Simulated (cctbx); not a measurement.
## Solving a structure by charge flipping

Cell a = 4.3170 Å, b = 4.3170 Å, c = 10.0090 Å, α = 90.00°, β = 90.00°, γ = 90.00°; space group I4/mmm (no. 139); content Ti4 Ca2 Si4.

The data are simulated with cctbx, not measured: Cu Kα, λ = 1.54184 Å, to d = 0.83 Å, 50 % of the full sphere, strongest reflection 40000 counts, noise from counting, a 2 % proportional error and a noise floor of 15 counts (s.d.); no absorption.

1 earlier start (other random phases, and plain and normalised amplitudes in turn) led nowhere (symmetry correlation 0.92).

Charge flipping in P1 on plain amplitudes to 0.83 Å, δ = 1.1 σ, 20 % of the reflections treated as weak, 400 cycles:

```text
cycle      R  skewness
    0  0.590     0.62
   33  0.161     4.02
   66  0.156     3.72
   99  0.160     3.65
  132  0.174     3.56
  165  0.189     3.62
  198  0.166     3.45
  231  0.169     3.53
  264  0.142     3.48
  297  0.145     3.52
  330  0.137     3.49
  363  0.153     3.57
  396  0.148     3.57
origin shift          correlation  skewness
 0.283  0.376  0.055      0.997      6.35
 0.289  0.875  0.306      0.961      5.99
 0.292  0.372  0.313      0.956      5.45
 0.286  0.878  0.057      0.952      4.95
taken: symmetry correlation 0.997, skewness 6.35
peak      x       y       z  mult  height/sigma
Q1    0.0000  0.5000  0.2500    4     13.4
Q2    0.0000  0.0000  0.5000    2     10.6
Q3    0.0000  0.0000  0.1405    4      7.2
Q4    0.0000  0.3039  0.1628   16      0.5
Q5    0.1133  0.2634  0.3089   32      0.5
Q6    0.0000  0.2094  0.4171   16      0.4
Q7    0.1871  0.1871  0.5000    8      0.4
Q8    0.0000  0.2088  0.0648   16      0.2
```

The origin is taken among those within 0.04 of the best correlation, by the skewness of the map.

It took 0.5 s on 1 thread of Arm Neoverse N1 (shared host), peak memory 0.07 GiB.

Q: Assign the peaks.

Heights go roughly as Z and multiplicities must add up to the content. First model: Q1 = Ti1 (4 in the cell, height 13.4), Q2 = Ca1 (2 in the cell, height 10.6) and Q3 = Si1 (4 in the cell, height 7.2). Against the true structure, Q1 is Ti, Q2 is Ca and Q3 is Si; the other peaks are not atoms.

Least squares on F², isotropic:

```text
Rint 0.018, 71 unique reflections to 0.83 A
cycle     R1     wR2    GooF  max shift (A)
   1  0.0683  0.1686   9.892   0.02764
   2  0.0073  0.0151   0.887   0.00000
final R1 0.0073 wR2 0.0151 GooF 0.887  parameters 4  data/parameter 17.8
atom        x        y        z      Ueq    occ   su(xyz)  su(Uiso or U11)
Ti1    0.00000  0.50000  0.25000   0.0189  1.000  0.00000  0.0001
Ca1    0.00000  0.00000  0.50000   0.0268  1.000  0.00000  0.0002
Si1    0.00000  0.00000  0.13774   0.0286  1.000  0.00007  0.0002
difference map: max 0.31 min -0.21 rms 0.05
Q1    0.0000  0.0000  0.0000    2    0.31  1.38 A from Si1
Q2    0.0000  0.1616  0.5000    8    0.15  0.70 A from Ca1
Q3    0.0000  0.0000  0.2213    4    0.15  0.84 A from Si1
Q4    0.0000  0.2333  0.0694   16    0.14  1.22 A from Si1
Q5    0.0000  0.0000  0.1144    4    0.14  0.23 A from Si1
```

Anisotropic refinement:

```text
Rint 0.018, 71 unique reflections to 0.83 A
cycle     R1     wR2    GooF  max shift (A)
   1  0.0073  0.0151   0.908   0.00000
   2  0.0073  0.0151   0.904   0.00000
final R1 0.0073 wR2 0.0151 GooF 0.904  parameters 7  data/parameter 10.1
atom        x        y        z      Ueq    occ   su(xyz)  su(Uiso or U11)
Ti1    0.00000  0.50000  0.25000   0.0189  1.000  0.00000  0.0001
Ca1    0.00000  0.00000  0.50000   0.0268  1.000  0.00000  0.0002
Si1    0.00000  0.00000  0.13774   0.0286  1.000  0.00007  0.0003
difference map: max 0.31 min -0.21 rms 0.05
Q1    0.0000  0.0000  0.0000    2    0.31  1.38 A from Si1
Q2    0.0000  0.1594  0.5000    8    0.16  0.69 A from Ca1
Q3    0.0000  0.0000  0.2203    4    0.15  0.83 A from Si1
Q4    0.0000  0.0000  0.1134    4    0.15  0.24 A from Si1
Q5    0.0000  0.2337  0.0698   16    0.14  1.22 A from Si1
Q6    0.0000  0.3944  0.4297   16    0.13  1.84 A from Ca1
```

**Reading.** The refinement ends at R1 = 0.0073, wR2 = 0.0151, GooF = 0.90, with difference density between -0.21 and 0.31 e/Å³. Every site matches the true model in element, within 0.001 Å r.m.s., up to an allowed shift of origin.

True model:

| atom | mult. | x | y | z | Ueq (Å²) |
| --- | --- | --- | --- | --- | --- |
| Ti1 | 4 | 1/2 | 0 | 1/4 | 0.0188 |
| Ca1 | 2 | 0 | 0 | 0 | 0.0266 |
| Si1 | 4 | 1/2 | 1/2 | 0.1377 | 0.0285 |

This is a model crystal, built by substitution and not relaxed, with assumed displacement parameters.

[Middle refinement cycles are left out of these outputs.]

[Logs are printed without paths, hosts, clocks, repeated set-up lines and the standing remarks that a program may print on its own settings, such as how far it seeks lower states.]
